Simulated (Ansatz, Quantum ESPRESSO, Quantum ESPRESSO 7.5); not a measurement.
# Evanescent states of TlBr, caesium chloride type, lattice constant set to 4.06 Å

How good a tunnel barrier is TlBr, caesium chloride type, lattice constant set to 4.06 Å?

Calculated with Quantum ESPRESSO 7.5; plane-wave DFT, PBE, PseudoDojo norm-conserving pseudopotentials (cross-check by Ansatz 0.2.0 with PAW datasets).

Report form: the programs' logs are mostly left out.

### Step 1. The starting structure

The structure is cubic, space group Pm-3m (No. 221). Conventional cell: a = 4.060 Å, b = 4.060 Å, c = 4.060 Å, α = 90.00°, β = 90.00°, γ = 90.00°. Nearest to Tl lie 8 Br at 3.52 Å. Nearest to Br lie 8 Tl at 3.52 Å. Farther neighbours and most contacts between anions are not listed.

As a file:

```cif
data_structure
_symmetry_space_group_name_H-M 'Pm-3m'
_symmetry_Int_Tables_number 221
_cell_length_a 4.0600
_cell_length_b 4.0600
_cell_length_c 4.0600
_cell_angle_alpha 90.000
_cell_angle_beta 90.000
_cell_angle_gamma 90.000
_cell_volume 66.92
loop_
_atom_site_label
_atom_site_type_symbol
_atom_site_symmetry_multiplicity
_atom_site_Wyckoff_symbol
_atom_site_fract_x
_atom_site_fract_y
_atom_site_fract_z
_atom_site_occupancy
Tl1 Tl 1 a 0.00000 0.00000 0.00000 1
Br1 Br 1 b 0.50000 0.50000 0.50000 1
```

### Step 2. SCF with pw.x

pwcond needs a cell whose third axis lies along the current and stands perpendicular to the other two.

scf.in reads:

```
&control
  prefix = 'scf'
  outdir = './out'
  pseudo_dir = './pseudo'
  calculation = 'scf'
  tprnfor = .true.
/
&system
  ibrav = 0
  nat = 2
  ntyp = 2
  ecutwfc = 54
  ecutrho = 216
  occupations = 'fixed'
  nbnd = 14
/
&electrons
  conv_thr = 1e-09
  mixing_beta = 0.6
  electron_maxstep = 120
/
ATOMIC_SPECIES
  Tl  204.3800  Tl.dojo-sr-pbe-0.4.1-standard.upf
  Br  79.9040  Br.dojo-sr-pbe-0.4.1-standard.upf
CELL_PARAMETERS angstrom
  4.06000000000000 0.00000000000000 0.00000000000000
  0.00000000000000 4.06000000000000 0.00000000000000
  0.00000000000000 0.00000000000000 4.06000000000000
ATOMIC_POSITIONS crystal
  Tl  0.000000000000 0.000000000000 0.000000000000
  Br  0.500000000000 0.500000000000 0.500000000000
K_POINTS automatic
  6 6 6 0 0 0
```

On the command line:

```bash
> OMP_NUM_THREADS=1 mpirun -n 2 pw.x -nk 2 -in scf.in > scf.out
```

Elapsed: 11 s, on 2 MPI ranks of Arm Neoverse N1, shared host; peak memory 0.13 GiB.

Read from the output:

| Property | Result |
| --- | --- |
| free energy | -2084.4440 eV |
| valence top, on the run's zero | 4.535 eV |
| conduction bottom, on the run's zero | 6.549 eV |
| gap by band count | 2.013 eV |

The run needed 8 iterations to bring the estimated error under 1e-09 Ry.

### Step 3. Complex bands with pwcond.x

ikind = 0 solves one period of the crystal for all kz, real and complex, at each energy and k across. ewind and epsproj trim the two-dimensional plane-wave basis; nz1 sets the subslabs.

cbs.in reads:

```
&inputcond
  outdir = './out'
  prefixl = 'scf'
  band_file = 'cbs'
  ikind = 0
  ewind = 4.0
  epsproj = 1e-05
  nz1 = 7
  energy0 = 6.9
  denergy = -0.23
/
4
  0.00000000 0.00000000 1.00000000
  0.50000000 0.00000000 1.00000000
  0.50000000 0.50000000 1.00000000
  0.25000000 0.00000000 1.00000000
40
```

On the command line:

```bash
> OMP_NUM_THREADS=1 mpirun -n 2 pwcond.x -in cbs.in > cbs.out
```

It took 4.3 min on 2 MPI ranks; peak memory 0.12 GiB.

Read from the output:

```
peak of the smallest κ at the zone centre : 0.174 Å⁻¹
energy of the peak at the zone centre     : 0.92 eV
peak of the smallest κ at (1/2, 0)        : 0.205 Å⁻¹
peak of the smallest κ at (1/2, 1/2)      : 0.327 Å⁻¹
peak of the smallest κ at (1/4, 0)        : 0.405 Å⁻¹
```

K across = (0, 0) in the cell's reciprocal vectors; values within 0.0025 1/Å of each other count once, columns are sorted by size at each energy, a dash where no further value was kept. The Im kz of the slowest decaying states by energy, zero at the highest filled level of the SCF mesh:

```csv
energy (eV),decay 1 (Å⁻¹),decay 2 (Å⁻¹),decay 3 (Å⁻¹)
-2.07,0.511,0.663,1.49
-1.84,0.48,0.6,1.50
-1.38,0.392,0.419,1.49
-1.15,0.248,0.312,1.48
-0.92,0.433,1.47,1.51
-0.46,0.252,0.495,1.45
-0.23,0.373,0.51,1.43
0.00,0.442,0.521,1.42
0.46,0.157,0.521,0.534
0.69,0.171,0.538,0.544
0.92,0.174,0.54,0.562
1.38,0.153,0.541,0.583
1.61,0.129,0.54,0.587
1.84,0.088,0.538,0.589
2.30,0.531,0.586,1.29
2.53,0.527,0.58,1.27
2.99,0.516,0.563,1.24
3.22,0.509,0.551,1.20
3.45,0.501,0.537,1.16
3.91,0.484,0.502,1.08
4.14,0.474,0.479,1.04
4.37,0.454,0.464,1
4.83,0.389,0.44,0.913
5.06,0.347,0.427,0.867
5.29,0.293,0.412,0.818
5.75,0.081,0.381,0.712
5.98,0.363,0.653,1.01
6.21,0.345,0.588,0.989
6.67,0.304,0.429,0.942
6.90,0.282,0.319,0.917
```

K across = (0, 0) in the cell's reciprocal vectors. Table of Re kz of states that move upwards by energy, zero at the highest filled level of the SCF mesh:

```csv
energy (eV),channel 1 (Å⁻¹),channel 2 (Å⁻¹),channel 3 (Å⁻¹)
-2.07,-,-,-
-1.84,-,-,-
-1.61,-,-,-
-1.38,-,-,-
-1.15,-,-,-
-0.92,0.269,0.287,0.287
-0.69,0.421,0.560,0.560
-0.46,0.525,-,-
-0.23,0.617,-,-
0.00,0.756,-,-
0.46,-,-,-
0.69,-,-,-
0.92,-,-,-
1.15,-,-,-
1.38,-,-,-
1.61,-,-,-
1.84,-,-,-
2.07,-0.722,-,-
2.30,-0.652,-,-
2.53,-0.605,-,-
2.76,-0.566,-,-
2.99,-0.530,-,-
3.22,-0.497,-,-
3.45,-0.465,-,-
3.68,-0.435,-,-
3.91,-0.406,-,-
4.14,-0.377,-,-
4.37,-0.349,-,-
4.83,-0.295,-,-
5.06,-0.268,-,-
5.29,-0.241,-,-
5.52,-0.214,-,-
5.75,-0.186,-,-
5.98,-0.572,-0.572,-0.158
6.21,-0.465,-0.465,-0.130
6.44,-0.373,-0.373,-0.0993
6.67,-0.279,-0.279,-0.0669
6.90,-0.162,-0.162,-0.0309
```

K across = (1/2, 0) in the cell's reciprocal vectors; values within 0.0025 1/Å of each other count once, columns are sorted by size at each energy, a dash where no further value was kept. Im kz of the slowest decaying states against energy, zero at the highest filled level of the SCF mesh:

```csv
energy (eV),decay 1 (Å⁻¹),decay 2 (Å⁻¹),decay 3 (Å⁻¹)
-2.07,1.16,1.19,1.32
-1.84,1.13,1.14,1.15
-1.61,1.06,1.13,1.14
-1.38,0.974,1.11,1.12
-1.15,0.87,1.1,1.11
-0.92,0.725,1.08,1.10
-0.69,0.442,1.07,1.08
-0.46,0.098,0.366,1.05
-0.23,0.148,0.644,1.03
0.00,0.176,0.753,1.02
0.46,0.202,0.246,0.858
0.69,0.205,0.3,0.888
0.92,0.201,0.346,0.909
1.15,0.191,0.388,0.921
1.38,0.174,0.427,0.901
1.61,0.147,0.466,0.881
1.84,0.102,0.507,0.86
2.07,0.556,0.839,0.869
2.30,0.624,0.817,0.846
2.53,0.749,0.796,0.821
2.76,0.725,0.775,0.795
2.99,0.699,0.753,0.768
3.22,0.671,0.732,0.74
3.45,0.642,0.709,0.925
3.68,0.611,0.677,0.69
3.91,0.575,0.643,0.669
4.14,0.535,0.605,0.649
4.37,0.487,0.565,0.628
4.83,0.028,0.47,0.506
5.06,0.122,0.413,0.565
5.29,0.162,0.344,0.547
5.52,0.187,0.254,0.526
5.75,0.094,0.203,0.505
5.98,0.135,0.212,0.483
6.21,0.184,0.215,0.46
6.44,0.213,0.436,0.6
6.67,0.206,0.232,0.41
6.90,0.194,0.245,0.382
```

K across = (1/2, 1/2) in the cell's reciprocal vectors; values within 0.0025 1/Å of each other count once, columns are sorted by size at each energy, a dash where no further value was kept. The Im kz of the slowest decaying states by energy, zero at the highest filled level of the SCF mesh:

```csv
energy (eV),decay 1 (Å⁻¹),decay 2 (Å⁻¹),decay 3 (Å⁻¹)
-2.07,0.3,0.33,1.61
-1.61,0.054,0.343,1.59
-1.15,0.266,0.361,1.57
-0.69,0.329,0.364,1.55
-0.46,0.102,0.344,0.361
0.00,0.273,0.349,0.357
0.46,0.327,0.345,0.351
0.92,0.295,0.329,0.388
1.38,0.252,0.289,0.414
1.84,0.19,0.224,0.431
2.30,0.075,0.091,0.439
2.53,0.441,1.40,1.58
2.99,0.441,1.38,1.57
3.45,0.436,1.35,1.55
3.91,0.426,1.32,1.54
4.37,0.412,1.29,1.53
4.83,0.028,0.394,1.27
5.29,0.184,0.37,1.24
5.52,0.219,0.357,1.22
5.98,0.265,0.325,1.19
6.44,0.285,0.295,1.15
6.90,0.233,0.313,1.11
```

K across = (1/4, 0) in the cell's reciprocal vectors; values within 0.0025 1/Å of each other count once, columns are sorted by size at each energy, a dash where no further value was kept. Table of Im kz of the slowest decaying states by energy, zero at the highest filled level of the SCF mesh:

```csv
energy (eV),decay 1 (Å⁻¹),decay 2 (Å⁻¹),decay 3 (Å⁻¹)
-2.07,0.147,0.802,1.09
-1.84,0.747,1.06,1.40
-1.61,0.113,0.681,1.04
-1.38,0.129,0.598,1.01
-1.15,0.1,0.481,0.986
-0.92,0.27,0.957,1.38
-0.69,0.927,1.36,1.43
-0.46,0.275,0.895,1.34
-0.23,0.059,0.444,0.861
0.00,0.192,0.531,0.825
0.46,0.305,0.628,0.75
0.69,0.34,0.657,0.712
0.92,0.368,0.676,0.679
1.15,0.387,0.643,0.696
1.38,0.399,0.613,0.708
1.61,0.405,0.588,0.716
1.84,0.405,0.565,0.721
2.07,0.399,0.545,0.724
2.30,0.387,0.526,0.725
2.53,0.37,0.508,0.723
2.76,0.346,0.488,0.72
2.99,0.311,0.468,0.715
3.22,0.258,0.444,0.708
3.45,0.167,0.416,0.699
3.68,0.303,0.379,0.689
3.91,0.321,0.331,0.676
4.14,0.201,0.337,0.662
4.37,0.256,0.328,0.646
4.83,0.25,0.288,0.607
5.06,0.1,0.291,0.583
5.29,0.31,0.554,0.703
5.52,0.363,0.52,0.657
5.75,0.404,0.475,0.612
5.98,0.413,0.432,0.556
6.21,0.299,0.442,0.451
6.44,0.038,0.156,0.462
6.67,0.089,0.386,0.462
6.90,0.105,0.431,0.446
```

### Step 4. Complex bands with pwcond.x, with ewind = 2.0 and epsproj = 0.001

A sensitivity test on the input.

cbs.w.in, as its differences from the input of step 3:

```diff
@@ -3,6 +3,6 @@
   prefixl = 'scf'
-  band_file = 'cbs'
+  band_file = 'cbs.w'
   ikind = 0
-  ewind = 4.0
-  epsproj = 1e-05
+  ewind = 2.0
+  epsproj = 0.001
   nz1 = 7
```

On the command line:

```bash
> OMP_NUM_THREADS=1 mpirun -n 2 pwcond.x -in cbs.w.in > cbs.w.out
```

The job ended after 89 s (2 MPI ranks; peak memory 0.1 GiB; 2.7 min of CPU time).

The changed values were drawn from a wide range, not chosen for quality; the comparison shows what they did here together.

Beside the run it was changed from:

```csv
quantity,this run,unchanged run,difference
peak of the smallest κ at the zone centre (Å⁻¹),0.173,0.174,-0.0010
"peak of the smallest κ at (1/2, 0) (Å⁻¹)",0.205,0.205,0
"peak of the smallest κ at (1/2, 1/2) (Å⁻¹)",0.326,0.327,-0.0010
wall time (s),89,260,
```

The physical values in this table move by up to 0.57 %.

### Step 5. Cross-check with Ansatz

As a check, the same structure is run in Ansatz.

Level of this step: plane-wave DFT, PBE, Ansatz PAW (Ansatz 0.2.0).

input.yaml reads:

```yaml
crystal:
  lattice:
    - [4.06, 0.0, 0.0]
    - [0.0, 4.06, 0.0]
    - [0.0, 0.0, 4.06]
  atoms:
    - { symbol: Tl, position: [0.0, 0.0, 0.0] }
    - { symbol: Br, position: [0.5, 0.5, 0.5] }
kpoints:
  mp_grid: { grid: [6, 6, 6] }
hamiltonian:
  xc: pbe
scf:
  occupations: { method: fixed }
  convergence: { dr2_threshold: 1.0e-09 }
output:
  transmission:
    leads: [[0, 0]]
    kpoints: [[0, 0], [0.5, 0], [0.5, 0.5], [0.25, 0]]
    e_range: [-2.07, 6.9]
    de: 0.23
```

On the command line:

```bash
> ansatz run input.yaml --threads 2 --pin off --max-ram 4096MiB --backend cpu --events-out ev --progress --plain --runs-dir out
```

Elapsed: 56 s, on 2 threads; peak memory 0.39 GiB.

This step gave:

```
free energy                               : -14229.0062 eV
gap by band count                         : 2.006 eV
symmetry operations                       : 48
slowest decay at mid-gap                  : 0.1733 Å⁻¹
peak of the smallest κ at the zone centre : 0.1733 Å⁻¹
peak of the smallest κ at (1/2, 0)        : 0.2046 Å⁻¹
peak of the smallest κ at (1/2, 1/2)      : 0.3256 Å⁻¹
peak of the smallest κ at (1/4, 0)        : 0.4050 Å⁻¹
valence top, on the run's zero            : 4.374 eV
```

K across = (0, 0) in the cell's reciprocal vectors; values within 0.0025 1/Å of each other count once, columns are sorted by size at each energy, a dash where no further value was kept. The Im kz of the slowest decaying states by energy, zero at the highest filled level of the SCF mesh:

```csv
energy (eV),decay 1 (Å⁻¹),decay 2 (Å⁻¹),decay 3 (Å⁻¹)
-2.07,0.511,0.660,1.49
-1.84,0.479,0.597,1.49
-1.38,0.390,0.413,1.49
-1.15,0.235,0.308,1.48
-0.92,0.436,1.46,-
-0.46,0.259,0.496,1.44
-0.23,0.376,0.511,1.43
0.00,8.5e-4,0.444,0.522
0.46,0.157,0.521,0.535
0.69,0.171,0.539,0.545
0.92,0.173,0.541,0.562
1.38,0.152,0.542,0.582
1.61,0.128,0.540,0.587
1.84,0.0863,0.538,0.589
2.30,0.532,0.585,1.28
2.53,0.527,0.579,1.27
2.99,0.515,0.562,1.24
3.22,0.509,0.550,1.20
3.45,0.501,0.536,1.16
3.91,0.484,0.500,1.09
4.14,0.474,0.478,1.05
4.37,0.452,0.463,1.00
4.83,0.387,0.439,0.916
5.06,0.344,0.426,0.869
5.29,0.290,0.412,0.820
5.75,0.0671,0.380,0.713
5.98,0.362,0.653,1.00
6.21,0.344,0.588,0.982
6.67,0.302,0.426,0.935
6.90,0.280,0.313,0.909
```

K across = (0, 0) in the cell's reciprocal vectors. Re kz of states that move upwards against energy, zero at the highest filled level of the SCF mesh:

```csv
energy (eV),channel 1 (Å⁻¹),channel 2 (Å⁻¹),channel 3 (Å⁻¹)
-2.07,-,-,-
-1.84,-,-,-
-1.38,-,-,-
-1.15,-,-,-
-0.92,0.277,0.301,0.301
-0.46,0.527,-,-
-0.23,0.619,-,-
0.00,-,-,-
0.46,-,-,-
0.69,-,-,-
0.92,-,-,-
1.38,-,-,-
1.61,-,-,-
1.84,-,-,-
2.30,-0.650,-,-
2.53,-0.604,-,-
2.99,-0.529,-,-
3.22,-0.496,-,-
3.45,-0.465,-,-
3.91,-0.405,-,-
4.14,-0.377,-,-
4.37,-0.349,-,-
4.83,-0.294,-,-
5.06,-0.267,-,-
5.29,-0.240,-,-
5.75,-0.186,-,-
5.98,-0.567,-0.567,-0.158
6.21,-0.461,-0.461,-0.129
6.67,-0.276,-0.276,-0.0662
6.90,-0.158,-0.158,-0.0301
```

K across = (1/2, 0) in the cell's reciprocal vectors; values within 0.0025 1/Å of each other count once, columns are sorted by size at each energy, a dash where no further value was kept. Table of Im kz of the slowest decaying states by energy, zero at the highest filled level of the SCF mesh:

```csv
energy (eV),decay 1 (Å⁻¹),decay 2 (Å⁻¹),decay 3 (Å⁻¹)
-2.07,1.16,1.19,1.32
-1.84,1.13,1.14,1.15
-1.61,1.06,1.13,1.13
-1.38,0.972,1.11,1.12
-1.15,0.867,1.10,1.11
-0.92,0.719,1.08,1.10
-0.69,0.422,1.07,1.08
-0.46,0.101,0.393,1.05
-0.23,0.149,0.653,1.03
0.00,8.2e-4,0.177,0.759
0.46,0.202,0.247,0.862
0.69,0.205,0.301,0.891
0.92,0.201,0.347,0.912
1.15,0.191,0.388,0.919
1.38,0.173,0.427,0.899
1.61,0.146,0.466,0.878
1.84,0.0991,0.507,0.857
2.07,0.555,0.836,0.867
2.30,0.621,0.815,0.843
2.53,0.754,0.793,0.819
2.76,0.729,0.772,0.793
2.99,0.703,0.751,0.766
3.22,0.675,0.729,0.737
3.45,0.646,0.707,0.927
3.68,0.614,0.674,0.687
3.91,0.578,0.640,0.667
4.14,0.538,0.603,0.646
4.37,0.489,0.562,0.626
4.83,0.0369,0.467,0.517
5.06,0.124,0.409,0.564
5.29,0.163,0.339,0.544
5.52,0.188,0.248,0.523
5.75,0.0758,0.203,0.501
5.98,0.137,0.212,0.479
6.21,0.186,0.215,0.456
6.44,0.213,0.432,0.604
6.67,0.206,0.233,0.406
6.90,0.193,0.246,0.378
```

K across = (1/2, 1/2) in the cell's reciprocal vectors; values within 0.0025 1/Å of each other count once, columns are sorted by size at each energy, a dash where no further value was kept. The Im kz of the slowest decaying states by energy, zero at the highest filled level of the SCF mesh:

```csv
energy (eV),decay 1 (Å⁻¹),decay 2 (Å⁻¹),decay 3 (Å⁻¹)
-2.07,0.300,0.327,-
-1.61,0.0712,0.342,-
-1.15,0.268,0.360,-
-0.69,0.330,0.363,-
-0.46,0.110,0.345,0.361
0.00,0.275,0.348,0.357
0.46,0.326,0.346,0.351
0.92,0.294,0.328,0.388
1.38,0.251,0.288,0.415
1.84,0.188,0.222,0.431
2.30,0.0704,0.0849,0.439
2.53,0.441,1.39,-
2.99,0.441,1.37,-
3.45,0.436,1.34,-
3.91,0.426,1.32,-
4.37,0.412,1.29,-
4.83,0.0406,0.393,1.26
5.29,0.186,0.370,1.23
5.52,0.220,0.356,1.21
5.98,0.266,0.324,1.18
6.44,0.284,0.295,1.14
6.90,0.232,0.313,1.11
```

K across = (1/4, 0) in the cell's reciprocal vectors; values within 0.0025 1/Å of each other count once, columns are sorted by size at each energy, a dash where no further value was kept. Im kz of the slowest decaying states against energy, zero at the highest filled level of the SCF mesh:

```csv
energy (eV),decay 1 (Å⁻¹),decay 2 (Å⁻¹),decay 3 (Å⁻¹)
-2.07,0.142,0.799,1.08
-1.61,0.115,0.678,1.04
-1.15,0.0987,0.474,0.985
-0.69,0.926,1.36,1.42
-0.46,0.288,0.894,1.34
0.00,0.195,0.534,0.824
0.46,0.306,0.629,0.749
0.92,0.368,0.675,0.680
1.38,0.399,0.613,0.708
1.84,0.405,0.565,0.722
2.30,0.387,0.526,0.725
2.53,0.369,0.507,0.723
2.99,0.310,0.467,0.715
3.45,0.189,0.415,0.699
3.91,0.319,0.332,0.676
4.37,0.258,0.328,0.646
4.83,0.248,0.289,0.606
5.29,0.312,0.553,0.699
5.52,0.366,0.518,0.652
5.98,0.410,0.433,0.552
6.44,0.0401,0.182,0.462
6.90,0.105,0.426,0.446
```

### Step 6. The arithmetic

T falls as exp(−2κd). With κ = 0.172 1/Å, 10 Å of barrier pass exp(−2 × 0.172 × 10) = 0.032 of that channel, interfaces aside.

### Step 7. Results

```yaml
gap_on_the_scf_mesh: 2.01 eV
smallest_kappa_at_mid_gap_among_the_four_k_points_at_the_zone_centre: 0.172 Å⁻¹
peak_of_the_smallest_kappa_in_the_stop_band_at_the_zone_centre: 0.174 Å⁻¹
peak_of_the_smallest_kappa_in_the_stop_band_at_1_over_2_0: 0.205 Å⁻¹
peak_of_the_smallest_kappa_in_the_stop_band_at_1_over_2_1_over_2: 0.327 Å⁻¹
peak_of_the_smallest_kappa_in_the_stop_band_at_1_over_4_0: 0.405 Å⁻¹
energy_of_the_peak_at_the_zone_centre_over_the_highest_filled_level: 0.92 eV
peak_at_the_zone_centre_by_ansatz: 0.173 Å⁻¹
```

**Reading.** With a gap of 2.01 eV on the mesh, the smallest κ at mid-gap among the four k points, at the zone centre is 0.172 Å⁻¹ (PBE, PseudoDojo norm-conserving). For a barrier with the Fermi level at mid-gap the slowest state found, at the zone centre, loses a factor of ten in probability every 6.7 Å or so. Stop bands away from the zone centre are mostly wider than the gap, so their peaks can lie above the conduction bottom. At the zone centre pwcond's peak is 0.174 and Ansatz's 0.173 1/Å, 0 % apart. A semilocal gap is too small, often by a third to a half and by more in narrow-gap crystals, so real barriers decay faster. Spin-orbit coupling is left out; depending on the atoms that carry the levels of interest, it can split and shift them by tenths of an eV to an eV or more.

[Logs are printed without paths, hosts, clocks, repeated set-up lines and the standing remarks that a program may print on its own settings, such as how far it seeks lower states.]

[Hosts, paths, dates, database ids (printed as entryN), source tags and the programs' standing remarks are cut or masked in the printed files.]

[Maps of the electrostatic potential energy from Ansatz leave out the sawtooth potential of an applied field or a dipole correction, so their vacuum need not be flat; planar profiles and work functions include it.]
